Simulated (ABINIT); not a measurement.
# A GW chain in ABINIT: AlN (P6_3mc), part 3 of 3

Wanted: ground state, empty states, screening and self-energy for AlN (P6_3mc).

ABINIT 10.8.3; PBE and many-body steps on it, plane waves. Known limits of the many-body steps: not at the basis limit.

So far. Step 4 (Empty states on the mesh, 6×6×4 mesh, 129 bands): On this mesh the gap is 4.220 eV. Step 5 (Screening, 6×6×4 mesh, 121 bands, screening to 179.6 eV): Local fields lower ε∞ by 9 %.

The database entry behind the starting cell differs from later determinations by our own check (inner coordinate u about 0.002 short), so it need not match the best structure at ambient conditions.

### Step 6. Self-energy, 6×6×4 mesh, 121 bands, screening to 179.6 eV

The self-energy is evaluated for the states that the input lists, and the levels follow from it, in one-shot runs by the linearised quasiparticle equation.

This step: G0W0 on PBE, plane waves, norm-conserving pseudopotentials.

The input, run.abi:

```
acell 3*1.0 Angstrom
rprim 
  3.113000000011 -0.000000000003 0.000000000000
  -1.556500000003 2.695937081992 0.000000000000
  0.000000000000 0.000000000000 4.981000000000
ntypat 2
znucl 13 7
natom 4
typat 1 1 2 2
xred 
  0.333333333333 0.666666666667 0.000000000000
  0.666666666667 0.333333333333 0.500000000000
  0.333333333333 0.666666666667 0.380000000000
  0.666666666667 0.333333333333 0.880000000000
pp_dirpath "pseudos"
pseudos "Al.upf, N.upf"
ecut 36
ngkpt 6 6 4
nshiftk 1
shiftk 0 0 0
kptopt 1
chksymbreak 0
istwfk *1
occopt 1
irdwfk 1
optdriver 4
nband 121
gwcalctyp 0
ecutsigx 36
symsigma 1
nkptgw 1
kptgw 
  0.0000000000 0.0000000000 0.0000000000
bdgw 
  6 10
ecuteps 6.6
irdscr 1
ppmodel 1
indata_prefix "in"
outdata_prefix "out"
tmpdata_prefix "tmp"
```

Started as:

```sh
OMP_NUM_THREADS=1 mpirun -n 8 abinit run.abi > log
```

Numbers of over 12 decimals in the logs are rounded to 6 here.

What it wrote:

```text
.Version 10.8.3 of ABINIT. v10.8.2 released Aug 2026.

 Symmetries : space group P6_3 m c (#186); Bravais hP (primitive hexag.)
[... echo of the input left out ...]
== DATASET  1 ==================================================================
-   mpi_nproc: 8, omp_nthreads: 1 (-1 if OMP is not activated)

--- !DatasetInfo
iteration_state: {dtset: 1, }
dimensions: {natom: 4, nkpt: 21, mband: 121, nsppol: 1, nspinor: 1, nspden: 1, mpw: 2934, }
cutoff_energies: {ecut:  36.0, pawecutdg:  -1.0, }
electrons: {nelect:   1.60000000E+01, charge:   0.00000000E+00, occopt:   1.00000000E+00, tsmear:   1.00000000E-02, }

 SIGMA: Calculation of the GW corrections

 Based on a program developped by R.W. Godby, V. Olevano, G. Onida, and L. Reining.
 Incorporated in ABINIT by V. Olevano, G.-M. Rignanese, and M. Torrent.
.Using double precision arithmetic ; gwpc =  8

[... cell and pseudopotentials left out ...]
--------------------------------------------------------------------------------

 ==== K-mesh for the wavefunctions ====
 Number of points in the irreducible wedge :    21
[... list of points left out ...]
 Together with 12 symmetry operations and time-reversal symmetry
 yields   144 points in the full Brillouin Zone.

 ==== Q-mesh for screening function ====
 Number of points in the irreducible wedge :    21
[... list of points left out ...]
 Together with 12 symmetry operations and time-reversal symmetry
 yields   144 points in the full Brillouin Zone.

 vcoul_init : cutoff-mode = AUXILIARY_FUNCTION
 q-points for optical limit:   1
     1)      0.000010    0.000020    0.000030
 setmesh: FFT mesh size selected  =    27x   27x   54
          total number of points  =        39366

 Number of electrons calculated from density =   16.0000; Expected =   16.0000
 average of density, n =  0.056718
 r_s =    1.6146
 omega_plasma =   22.9728 [eV]

 === KS Band Gaps ===
  >>>> For spin  1
   Minimum direct gap =   4.2205 [eV], located at k-point      :   0.0000  0.0000  0.0000
   Fundamental gap    =   4.2205 [eV], Top of valence bands at :   0.0000  0.0000  0.0000
                                       Bottom of conduction at :   0.0000  0.0000  0.0000
 SIGMA fundamental parameters:
 PLASMON POLE MODEL  1
 number of plane-waves for SigmaX                 2863
 number of plane-waves for SigmaC and W            233
 number of plane-waves for wavefunctions          2863
 number of bands                                   121
 number of independent spin polarizations            1
 number of spinorial components                      1
 number of k-points in IBZ                          21
 number of q-points in IBZ                          21
 number of symmetry operations                      12
 number of k-points in BZ                          144
 number of q-points in BZ                          144
 number of frequencies for dSigma/dE                 9
 frequency step for dSigma/dE [eV]                0.25
 number of omega for Sigma on real axis              0
 max omega for Sigma on real axis  [eV]           0.00
 zcut for avoiding poles [eV]                     0.10

 EPSILON^-1 parameters (SCR file):
 dimension of the eps^-1 matrix on file            233
 dimension of the eps^-1 matrix used               233
 number of plane-waves for wavefunctions          2863
 number of bands                                   121
 number of q-points in IBZ                          21
 number of frequencies                               2
 number of real frequencies                          1
 number of imag frequencies                          1

 matrix elements of self-energy operator (all in [eV])

 Perturbative Calculation

--- !SelfEnergy_ee
iteration_state: {dtset: 1, }
kpoint     : [   0.000,    0.000,    0.000, ]
spin       : 1
KS_gap     :    4.220
QP_gap     :    5.573
Delta_QP_KS:    1.353
data: !SigmaeeData |
     Band     E0 <VxcDFT>   SigX SigC(E0)      Z dSigC/dE  Sig(E)    E-E0       E
        6   5.135 -16.968 -20.992   3.116   0.788  -0.269 -17.683  -0.715   4.419
        7   5.135 -16.968 -20.992   3.116   0.788  -0.269 -17.683  -0.715   4.419
        8   5.314 -17.078 -21.024   3.076   0.788  -0.269 -17.764  -0.686   4.628
        9   9.535 -12.527  -8.048  -3.664   0.818  -0.222 -11.861   0.667  10.201
       10  11.990 -10.836  -5.799  -4.204   0.827  -0.209 -10.147   0.689  12.679

== END DATASET(S) ==============================================================
================================================================================

 -outvars: echo values of variables after computation  --------
           etotal      0.0000000000E+00
            nband         121
             nkpt          21
          spgroup         186
 [... the other variables as echoed above ...]

 Calculation completed.
```

Run time: 11 s. Hardware: 8 MPI ranks of Arm Neoverse N1, shared host; peak memory 1.7 GiB; 88 s of CPU time.

Numbers from this step:

```
G0W0 gap on the points computed              : 5.573 eV
starting gap on the mesh                     : 4.220 eV
k of the valence top                         : 0, 0, 0
k of the conduction bottom                   : 0, 0, 0
Z at the valence top                         : 0.788
Z at the conduction bottom                   : 0.818
least direct G0W0 gap on the computed points : 5.573 eV
```

The gap on the mesh goes from 4.22 eV to 5.57 eV, a correction of +1.35 eV.

Limits: finite bands, cutoff and mesh. v1 is the top filled band, c1 the lowest empty one. Levels before and after the correction, in eV, zero at the valence-band top of each column:

```
           conduction bottom  valence top
Kohn-Sham               4.22         0.00
     G0W0               5.57         0.00
```

```
             level  energy (eV)
Kohn-Sham  Γ v3-v2       -0.180
Kohn-Sham     Γ v1        0.000
Kohn-Sham     Γ c1        4.221
Kohn-Sham     Γ c2        6.676
     G0W0  Γ v3-v2       -0.209
     G0W0     Γ v1        0.000
     G0W0     Γ c1        5.573
     G0W0     Γ c2        8.051
```

### Step 7. Where the time went

Times are wall times on 8 MPI ranks of Arm Neoverse N1, shared host, good to a factor of about two.

```
                          step     time  share  memory (GiB)
                  ground state    9.8 s    3 %          0.56
bands along the symmetry lines     13 s    4 %          0.51
      empty states on the mesh  2.4 min   50 %           4.1
                     screening  1.9 min   38 %           1.7
                   self-energy     11 s    4 %           1.7
```

### Step 8. Summary of results

```
PBE gap              : 4.22 eV, direct
G0W0 gap on the mesh : 5.57 eV
GW settings          : 6×6×4 mesh, 121 bands, screening to 179.6 eV, Godby-Needs plasmon pole
known limits         : not at the basis limit
```

**Reading.** G0W0 moves the gap on the mesh from 4.22 eV to 5.57 eV (+1.35 eV), with Z of 0.79 and 0.82 at the edges. Local fields lower the RPA ε∞ on this mesh from 4.64 to 4.21. Only 1 of the mesh's irreducible points was corrected, so a valley elsewhere could overtake. Bands and cutoff are finite, so the gap is not at the basis limit. The miss can reach some tenths of an eV and take either sign; the mesh is an error of its own. In the G0W0 run levels were corrected at 1 k point alone, so a gap called «on the mesh» is the least over those, and an edge elsewhere would be missed.

[Paths, hosts, dates, memory and timing lines, banners, echoed tables and standing remarks are left out of the program output.]

[Logs are printed without paths, hosts, clocks, repeated set-up lines and the standing remarks that a program may print on its own settings, such as how far it seeks lower states.]

[Runs of the session that timed out or met a known fault of the program may be left out.]

[Hosts, paths, dates, database ids (printed as entryN), source tags and the programs' standing remarks are cut or masked in the printed files.]

[G0W0 gaps are taken among the corrected bands and points alone; a level outside them can change the order at an edge.]

[Where Ansatz stands beside ABINIT at settings called matched, ABINIT's density can come from a denser mesh and the files from another edition; pairs whose starting gaps differed by over 0.03 eV were left out, so agreement reads better than it is.]
